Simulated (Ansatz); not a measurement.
# AlPt3C (Pm-3m): following an unstable mode, part 2 of 3

Wanted: the energy along a soft mode of AlPt3C (Pm-3m) and the structure at the end.

Ansatz 0.2.0; DFT PBEsol, scalar-relativistic, plane waves, PAW; PAW set soft_1.

So far, highest frequency on the path or at a solved wavevector (cm⁻¹): step 2 (phonons on a q mesh) 684. Also lowest frequency on the path (cm⁻¹): step 2 -122.

**5. Energy along the mode, all amplitudes (two of the runs are shown above)**

An imaginary frequency means negative curvature, so the energy should fall and then rise again as anharmonic terms take over.

Numbers from this step:

```
depth at the lowest point sampled  : 40.35 meV/atom
largest atomic shift at that point : 0.32 Å
```

Table of energy from the parent by largest atomic shift:

```tsv
largest atomic shift (Å)	energy from the parent (meV/atom)
0.000	0
0.040	-1.32
0.080	-5.08
0.140	-14.0
0.220	-27.8
0.320	-40.4
0.450	-33.5
0.600	34.0
```

Displacement at unit largest shift by atom:

```tsv
atom	x (Å)	y (Å)	z (Å)	size
Al1	0.000	-0.077	-0.077	0.109
Al2	0.000	0.077	0.077	0.109
Pt3	0.000	-0.707	-0.707	1.000
Pt4	0.000	0.707	0.707	1.000
Pt5	0.000	0.000	0.000	0.000
Pt6	0.000	0.000	0.000	0.000
Pt7	0.000	0.000	0.000	0.000
Pt8	0.000	0.000	0.000	0.000
C9	0.000	0.110	0.110	0.156
C10	0.000	-0.110	-0.110	0.156
```

The lowest of the steps tried is at 0.32 Å, 40.4 meV/atom below the parent; the bottom of the well need not coincide with a step.

**6. Relaxation from the frozen mode**

Starting from the lowest point found, all atoms and the cell are let go, so that strain and other modes of the same symmetry can join in.

input.yaml

```yaml
crystal:
  lattice:
    - [-4.1327502067, 0.0, 0.0]
    - [0.0, -4.1327502067, -4.1327502067]
    - [0.0, -4.1327502067, 4.1327502067]
  atoms:
    - { symbol: Al, position: [1.0, 1.0059641216, 0.0] }
    - { symbol: Al, position: [1.0, 0.4940358784, 0.5] }
    - { symbol: Pt, position: [0.0, 0.0547514751, 0.5] }
    - { symbol: Pt, position: [0.0, 0.4452485249, 0.0] }
    - { symbol: Pt, position: [0.5, 0.25, 0.75] }
    - { symbol: Pt, position: [0.5, 0.75, 0.25] }
    - { symbol: Pt, position: [0.5, 0.25, 0.25] }
    - { symbol: Pt, position: [0.5, 0.75, 0.75] }
    - { symbol: C, position: [0.5, -0.0085204031, 0.5] }
    - { symbol: C, position: [0.5, 0.5085204031, 0.0] }
kpoints:
  mp_grid: { grid: [10, 6, 6] }
hamiltonian:
  xc: pbesol
  pseudopotentials: { kind: paw, azcp: { folder: soft_1 }, xc_functional: pbe }
scf:
  occupations: { method: methfessel_paxton, width: 0.2 }
output:
  forces: true
  stress: true
  eigenvalues: true
relax:
  adjacent_minimum: "off"
  f_tol: 0.002
  max_steps: 120
  cell: { stress_tol: 0.03 }
```

Command:

```sh
$ ansatz run input.yaml --threads 4 --pin off --max-ram 10240MiB --backend cpu --events-out ev --progress --plain --runs-dir out
```

Numbers of over 12 decimals in the logs are rounded to 6 here.

Log:

```text
[...]
Crystal: 10 atoms, lattice volume = 141.172 Å³
Basis set: ecut = 420 eV, 2729 PW (Γ), exchange–correlation on 60×80×80 points (8 copies of the dense FFT grid, shifted against one another)
Bands: 74, of which v1, the nominal top of the filled ones, is band 61 counted from 1 (60 counted from 0)
Symmetry: 8 space group operations
[...]
k-points: 96 of 360
[...]
SCF iter   1: F=—  HF=-75857.493973 eV  |F-HF|=—  |Δ(HF+E_count)|=         —  Δρ=1.02e-1  dr2=1.67e1  ethr=3.10e-3  ⟨swp⟩=5.1  Hψ=23861  notcnv=0
[...]
SCF iter   8: F=-75853.304059 eV  HF=-75853.304059 eV  |F-HF|=3.45e-8  |Δ(HF+E_count)|=   1.31e-7  S|Δr|=    0.00e0  Δρ=3.87e-6  dr2=4.77e-8  ethr=8.20e-11  ⟨swp⟩=9.8  Hψ=28700  notcnv=0
SCF 1 converged in 8 iterations: F = -75853.304059 eV  dr2 = 4.77e-8
[...]
relax step   1: F+E_penalty+E_count = -75853.30405856 eV  Δ(F+E_penalty+E_count) = +0.000e0 eV  max|allowed force component| = 4.160e-1 eV/Å  Δτ_max = 0.0000 Å  P = +0.831 GPa  Ω = 141.172 Å³  (8 SCF iters, dr2 threshold 1.00e-7 eV, accepted)
Crystal: 10 atoms, lattice volume = 141.326 Å³
[...]
iter 1 solved again at ethr=2.32e-4 eV; its pass at ethr=3.10e-3 eV (dr2=2.83e-1 eV) is discarded
[...]
SCF iter   6: F=-75853.497952 eV  HF=-75853.497952 eV  |F-HF|=3.89e-7  |Δ(HF+E_count)|=   3.11e-6  S|Δr|=    0.00e0  Δρ=1.56e-5  dr2=6.14e-7  ethr=8.20e-10  ⟨swp⟩=4.2  Hψ=27866  notcnv=0
SCF 2 converged in 6 iterations: F = -75853.497952 eV  dr2 = 6.14e-7
[...]
relax step   2: F+E_penalty+E_count = -75853.49795189 eV  Δ(F+E_penalty+E_count) = -1.939e-1 eV  max|allowed force component| = 2.009e-1 eV/Å  Δτ_max = 0.1176 Å  P = +0.752 GPa  Ω = 141.326 Å³  energy of the carried Pulay correction = -1.040e-4 eV  (6 SCF iters, dr2 threshold 1.00e-6 eV, accepted)
Crystal: 10 atoms, lattice volume = 142.516 Å³
Basis set: ecut = 420 eV, 2779 PW (Γ), exchange–correlation on 60×80×80 points (8 copies of the dense FFT grid, shifted against one another)
[...]
SCF iter   6: F=-75853.527755 eV  HF=-75853.527755 eV  |F-HF|=1.36e-7  |Δ(HF+E_count)|=   5.06e-7  S|Δr|=    0.00e0  Δρ=9.41e-6  dr2=2.11e-7  ethr=8.20e-10  ⟨swp⟩=5.5  Hψ=26781  notcnv=0
SCF 3 converged in 6 iterations: F = -75853.527755 eV  dr2 = 2.11e-7
relax step   3: F+E_penalty+E_count = -75853.52775503 eV  Δ(F+E_penalty+E_count) = -2.980e-2 eV  max|allowed force component| = 7.678e-2 eV/Å  Δτ_max = 0.0163 Å  P = -0.821 GPa  Ω = 142.516 Å³  energy of the carried Pulay correction = -9.036e-4 eV  (6 SCF iters, dr2 threshold 1.00e-6 eV, accepted)
[... from here on, the SCF cycles and remarks between the steps are left out ...]
relax step   4: F+E_penalty+E_count = -75853.53292134 eV  Δ(F+E_penalty+E_count) = -5.166e-3 eV  max|allowed force component| = 6.176e-2 eV/Å  Δτ_max = 0.0067 Å  P = +0.766 GPa  Ω = 141.477 Å³  energy of the carried Pulay correction = -2.062e-4 eV  (5 SCF iters, dr2 threshold 1.00e-6 eV, accepted)
relax step   5: F+E_penalty+E_count = -75853.53814816 eV  Δ(F+E_penalty+E_count) = -5.227e-3 eV  max|allowed force component| = 1.589e-2 eV/Å  Δτ_max = 0.0157 Å  P = +0.259 GPa  Ω = 141.685 Å³  energy of the carried Pulay correction = -3.460e-4 eV  (5 SCF iters, dr2 threshold 1.00e-6 eV, accepted)
relax step   6: F+E_penalty+E_count = -75853.58448511 eV  Δ(F+E_penalty+E_count) = -4.634e-2 eV  max|allowed force component| = 3.034e-1 eV/Å  Δτ_max = 0.0703 Å  P = -0.757 GPa  Ω = 142.089 Å³  energy of the carried Pulay correction = -6.174e-4 eV  (6 SCF iters, dr2 threshold 1.00e-6 eV, accepted)
relax step   7: F+E_penalty+E_count = -75853.59013559 eV  Δ(F+E_penalty+E_count) = -5.650e-3 eV  max|allowed force component| = 4.868e-1 eV/Å  Δτ_max = 0.0514 Å  P = -0.080 GPa  Ω = 141.994 Å³  energy of the carried Pulay correction = -5.541e-4 eV  (6 SCF iters, dr2 threshold 1.00e-6 eV, accepted)
relax step   8: F+E_penalty+E_count = -75853.68277110 eV  Δ(F+E_penalty+E_count) = -9.264e-2 eV  max|allowed force component| = 1.629e-1 eV/Å  Δτ_max = 0.1017 Å  P = +0.385 GPa  Ω = 141.783 Å³  energy of the carried Pulay correction = -4.120e-4 eV  (6 SCF iters, dr2 threshold 1.00e-6 eV, accepted)
relax step   9: F+E_penalty+E_count = -75853.69213115 eV  Δ(F+E_penalty+E_count) = -9.360e-3 eV  max|allowed force component| = 3.845e-2 eV/Å  Δτ_max = 0.0146 Å  P = -0.009 GPa  Ω = 141.850 Å³  energy of the carried Pulay correction = -4.571e-4 eV  (5 SCF iters, dr2 threshold 1.00e-6 eV, accepted)
relax step  10: F+E_penalty+E_count = -75853.69216777 eV  Δ(F+E_penalty+E_count) = -3.662e-5 eV  max|allowed force component| = 4.139e-2 eV/Å  Δτ_max = 0.0333 Å  P = +0.006 GPa  Ω = 141.790 Å³  energy of the carried Pulay correction = -4.165e-4 eV  (6 SCF iters, dr2 threshold 9.24e-8 eV, rejected (line search))
relax step  11: F+E_penalty+E_count = -75853.69332407 eV  Δ(F+E_penalty+E_count) = -1.193e-3 eV  max|allowed force component| = 1.555e-2 eV/Å  Δτ_max = 0.0167 Å  P = +0.106 GPa  Ω = 141.715 Å³  energy of the carried Pulay correction = -3.662e-4 eV  (9 SCF iters, accepted)
relax step  12: F+E_penalty+E_count = -75853.69339348 eV  Δ(F+E_penalty+E_count) = -6.941e-5 eV  max|allowed force component| = 3.671e-4 eV/Å  Δτ_max = 0.0026 Å  P = -0.053 GPa  Ω = 141.820 Å³  energy of the carried Pulay correction = -4.371e-4 eV  (5 SCF iters, dr2 threshold 8.69e-8 eV, accepted)
relax step  13: F+E_penalty+E_count = -75853.69342776 eV  Δ(F+E_penalty+E_count) = -3.429e-5 eV  max|allowed force component| = 1.561e-3 eV/Å  Δτ_max = 0.0004 Å  P = +0.015 GPa  Ω = 141.778 Å³  energy of the carried Pulay correction = -4.087e-4 eV  (5 SCF iters, dr2 threshold 9.14e-9 eV, accepted)
relax step  14: F+E_penalty+E_count = -75853.70459574 eV  Δ(F+E_penalty+E_count) = -1.117e-2 eV  max|allowed force component| = 7.056e-4 eV/Å  Δτ_max = 0.0000 Å  P = +0.152 GPa  Ω = 141.778 Å³  stress off target by 4.18e-1 GPa  SCF on the basis re-selected at this cell (its energy is not comparable with the rows above)  (6 SCF iters)
relax step  15: F+E_penalty+E_count = -75853.70511213 eV  Δ(F+E_penalty+E_count) = -5.164e-4 eV  max|allowed force component| = 5.370e-3 eV/Å  Δτ_max = 0.0031 Å  P = +0.002 GPa  Ω = 141.896 Å³  energy of the carried Pulay correction = -8.457e-5 eV  (5 SCF iters, dr2 threshold 4.38e-7 eV, accepted)
relax step  16: F+E_penalty+E_count = -75853.70512992 eV  Δ(F+E_penalty+E_count) = -1.779e-5 eV  max|allowed force component| = 2.037e-3 eV/Å  Δτ_max = 0.0011 Å  P = -0.019 GPa  Ω = 141.909 Å³  energy of the carried Pulay correction = -9.402e-5 eV  (5 SCF iters, dr2 threshold 8.01e-9 eV, accepted)
relax step  17: F+E_penalty+E_count = -75853.70513977 eV  Δ(F+E_penalty+E_count) = -9.849e-6 eV  max|allowed force component| = 6.138e-4 eV/Å  Δτ_max = 0.0002 Å  P = -0.003 GPa  Ω = 141.900 Å³  energy of the carried Pulay correction = -8.766e-5 eV  (4 SCF iters, dr2 threshold 5.50e-9 eV, accepted)
[...]
SCF iter   5: F=-75853.705238 eV  HF=-75853.705238 eV  |F-HF|=0.00e0  |Δ(HF+E_count)|=  1.46e-11  S|Δr|=    0.00e0  Δρ=7.81e-8  dr2=1.49e-11  ethr=1.00e-12  ⟨swp⟩=3.0  Hψ=23811  notcnv=0
SCF 18 converged in 5 iterations: F = -75853.705238 eV  dr2 = 1.49e-11
relax step  18: F+E_penalty+E_count = -75853.70523780 eV  Δ(F+E_penalty+E_count) = -9.803e-5 eV  max|allowed force component| = 6.361e-4 eV/Å  Δτ_max = 0.0000 Å  P = -0.003 GPa  Ω = 141.900 Å³  stress off target by 6.51e-3 GPa  SCF on the basis re-selected at this cell (its energy is not comparable with the rows above)  (5 SCF iters)
[...]
SCF converged after 5 iterations
[...]
Free energy (F): -75853.705238 eV
[...]
Internal energy: -75853.711636 eV  (E = F + TS)
E sigma→0 (E₀):  -75853.706837 eV
Entropy (-TS):   0.006398 eV (0.640 meV/atom)
Fermi energy:    18.197559 eV
[...]
--- Forces (eV/Å), atoms counted from 1 ---
  atom   1  Al    -0.00000000    -0.00014656    -0.00014656
  atom   2  Al     0.00000000     0.00014656     0.00014656
  atom   3  Pt    -0.00000000     0.00033191     0.00033191
  atom   4  Pt     0.00000000    -0.00033191    -0.00033191
  atom   5  Pt     0.00000000    -0.00000000     0.00000000
  atom   6  Pt     0.00000000     0.00000000     0.00000000
  atom   7  Pt     0.00000000    -0.00000000     0.00000000
  atom   8  Pt     0.00000000     0.00000000     0.00000000
  atom   9  C     -0.00000000    -0.00063611    -0.00063611
  atom  10  C      0.00000000     0.00063611     0.00063611
  max |Σ_I F_I| component: 0.00e0 eV/Å
--- Stress (GPa, compression-positive) ---
       -0.006507       0.000000      -0.000000
        0.000000      -0.001727      -0.000565
       -0.000000      -0.000565      -0.001727
  P = ⅓ Tr σ = -0.0033 GPa (-0.033 kbar)
--- Band table (eV; the first three rows and the last of 96) ---
  k-point 0: bands = [... 57 lower, 16.2704, 16.6615, 17.1921, 17.5903, 18.9681, 19.4015, 19.9901, 20.1116, ... 9 higher]
  k-point 1: bands = [... 57 lower, 16.3131, 16.6912, 17.0115, 17.9186, 18.9123, 19.3188, 19.4617, 20.3505, ... 9 higher]
  k-point 2: bands = [... 57 lower, 16.4019, 16.4732, 16.6887, 18.6604, 18.7257, 18.7961, 20.0275, 20.2953, ... 9 higher]
  k-point 95: bands = [... 57 lower, 16.6161, 17.0141, 17.0141, 17.4060, 17.4060, 18.6554, 18.6554, 20.6192, ... 9 higher]
--- Relaxed structure (16 steps of the walk, 15 accepted, 2 SCFs on fresh bases) ---
  F+E_penalty+E_count = -75853.70523780 eV   max|allowed force component| = 6.361e-4 eV/Å   (the final SCF, on the basis selected at the relaxed cell)
  cell:  # Å, volume = 141.9005 Å³
    - [-4.013714, 0, 0]
    - [0, -4.590490, -4.590490]
    - [0, -3.850777, 3.850777]
  atoms:
    - { symbol: Al, position: [1.0, 0.990153, 0.0] }
    - { symbol: Al, position: [1.0, 0.509847, 0.500000] }
    - { symbol: Pt, position: [0, 0.067023, 0.500000] }
    - { symbol: Pt, position: [0, 0.432977, 0.0] }
    - { symbol: Pt, position: [0.5, 0.250000, 0.750000] }
    - { symbol: Pt, position: [0.5, 0.750000, 0.250000] }
    - { symbol: Pt, position: [0.5, 0.25, 0.25] }
    - { symbol: Pt, position: [0.5, 0.750000, 0.750000] }
    - { symbol: C, position: [0.5, -0.00684391, 0.500000] }
    - { symbol: C, position: [0.5, 0.506844, 0.0] }
```

Run time: 3 min. Hardware: 4 threads of Intel Xeon Platinum 8488C (Sapphire Rapids), shared host; peak memory 1.1 GiB.

Relaxation path:

```tsv
step	energy less that of the first step (eV)	largest force component (eV/Å)	pressure (GPa)	volume (Å³)
1	0.0000	0.4160	0.83	141.17
2	-0.1939	0.2009	0.75	141.33
3	-0.2237	0.0768	-0.82	142.52
4	-0.2289	0.0618	0.77	141.48
5	-0.2341	0.0159	0.26	141.68
6	-0.2804	0.3034	-0.76	142.09
7	-0.2861	0.4868	-0.08	141.99
8	-0.3787	0.1629	0.39	141.78
9	-0.3881	0.0384	-0.01	141.85
10	-0.3881	0.0414	0.01	141.79
11	-0.3893	0.0156	0.11	141.71
12	-0.3893	0.0004	-0.05	141.82
13	-0.3894	0.0016	0.01	141.78
14*	-0.4005	0.0007	0.15	141.78
15	-0.4011	0.0054	0.00	141.90
16	-0.4011	0.0020	-0.02	141.91
17	-0.4011	0.0006	0.00	141.90
18*	-0.4012	0.0006	0.00	141.90
```

Relaxation steps marked * repeat the geometry before them on a plane-wave basis chosen anew for their cell, so energy and pressure can jump there. Relaxation step 10 was tried and not accepted.

The run keeps the 8 symmetry operations that it works with, so distortions that break them were not tested.

```tsv
cell as run	before	after	change
a (Å)	4.133	4.014	-2.9 %
b (Å)	5.845	6.492	+11.1 %
c (Å)	5.845	5.446	-6.8 %
volume (Å³/atom)	14.12	14.19	+0.5 %
```

The atoms that moved most (Å, as changes of fractional coordinates times the final cell):

```tsv
atom	dx	dy	dz	length
Al2	0.000	-0.073	-0.073	0.103
Al1	0.000	0.073	0.073	0.103
Pt3	0.000	-0.056	-0.056	0.080
Pt4	0.000	0.056	0.056	0.080
C9	0.000	-0.008	-0.008	0.011
C10	0.000	0.008	0.008	0.011
```

This step gave:

```yaml
pressure: -0.003320 GPa
volume_per_atom: 14.19 Å³
```

The distorted start has space group Pmma; the relaxation ends in Pmma.

**7. The new phase in its own primitive cell**

The relaxed structure is symmetrised, reduced to its primitive cell and relaxed tightly, as its phonons need.

input.yaml, the sections that differ from step 6:

```yaml
crystal:
  lattice:
    - [5.4458211672, 0.0, 0.0]
    - [0.0, 4.0137144188, 0.0]
    - [0.0, 0.0, 6.4919334691]
  atoms:
    - { symbol: Al, position: [0.75, 0.0, 0.7401530239] }
    - { symbol: Al, position: [0.25, 0.0, 0.2598469761] }
    - { symbol: Pt, position: [0.25, 0.0, 0.817023046] }
    - { symbol: Pt, position: [0.75, 0.0, 0.182976954] }
    - { symbol: Pt, position: [0.0, 0.5, 0.0] }
    - { symbol: Pt, position: [0.5, 0.5, 0.5] }
    - { symbol: Pt, position: [0.5, 0.5, 0.0] }
    - { symbol: Pt, position: [0.0, 0.5, 0.5] }
    - { symbol: C, position: [0.25, 0.5, 0.7431560932] }
    - { symbol: C, position: [0.75, 0.5, 0.2568439068] }
kpoints:
  mp_grid: { grid: [8, 10, 6] }
relax:
  adjacent_minimum: "off"
  f_tol: 0.001
  max_steps: 60
  cell: { stress_tol: 0.01 }
# hamiltonian, scf, output: as in step 6
```

Log:

```text
[...]
Crystal: 10 atoms, lattice volume = 141.900 Å³
Basis set: ecut = 420 eV, 2775 PW (Γ), exchange–correlation on 80×54×90 points (8 copies of the dense FFT grid, shifted against one another)
Bands: 74, of which v1, the nominal top of the filled ones, is band 61 counted from 1 (60 counted from 0)
Symmetry: 8 space group operations
[...]
k-points: 120 of 480
[...]
- { symbol: Al, position: [0.25, 0.0, 0.259091] }
    - { symbol: Pt, position: [0.25, 0.0, 0.817255] }
    - { symbol: Pt, position: [0.75, 0.0, 0.182745] }
    - { symbol: Pt, position: [0, 0.500000, 0] }
    - { symbol: Pt, position: [0.5, 0.500000, 0.500000] }
    - { symbol: Pt, position: [0.5, 0.500000, 0] }
    - { symbol: Pt, position: [0, 0.500000, 0.500000] }
    - { symbol: C, position: [0.25, 0.500000, 0.743039] }
    - { symbol: C, position: [0.75, 0.500000, 0.256961] }
[key lines of the parts left out:]
SCF converged after 6 iterations
Free energy (F): -75853.699607 eV
Fermi energy:    18.195197 eV
P = ⅓ Tr σ = -0.0052 GPa (-0.052 kbar)
```

Elapsed: 67 s, on 4 threads; peak memory 1.2 GiB.

Little changed from the start: no atom moved by 0.005 Å and no cell edge by 0.1 %.

This step gave:

```yaml
pressure: -0.005163 GPa
```

The largest force component left is 0.68 meV/Å and the pressure is -0.005 GPa, within the tolerances set. The cell now holds 14.19 Å³/atom.

(Continued in part 3 of 3.)

[Logs are printed without paths, hosts, clocks, repeated set-up lines and the standing remarks that a program may print on its own settings, such as how far it seeks lower states.]

[Hosts, paths, dates, database ids (printed as entryN), source tags and the programs' standing remarks are cut or masked in the printed files.]
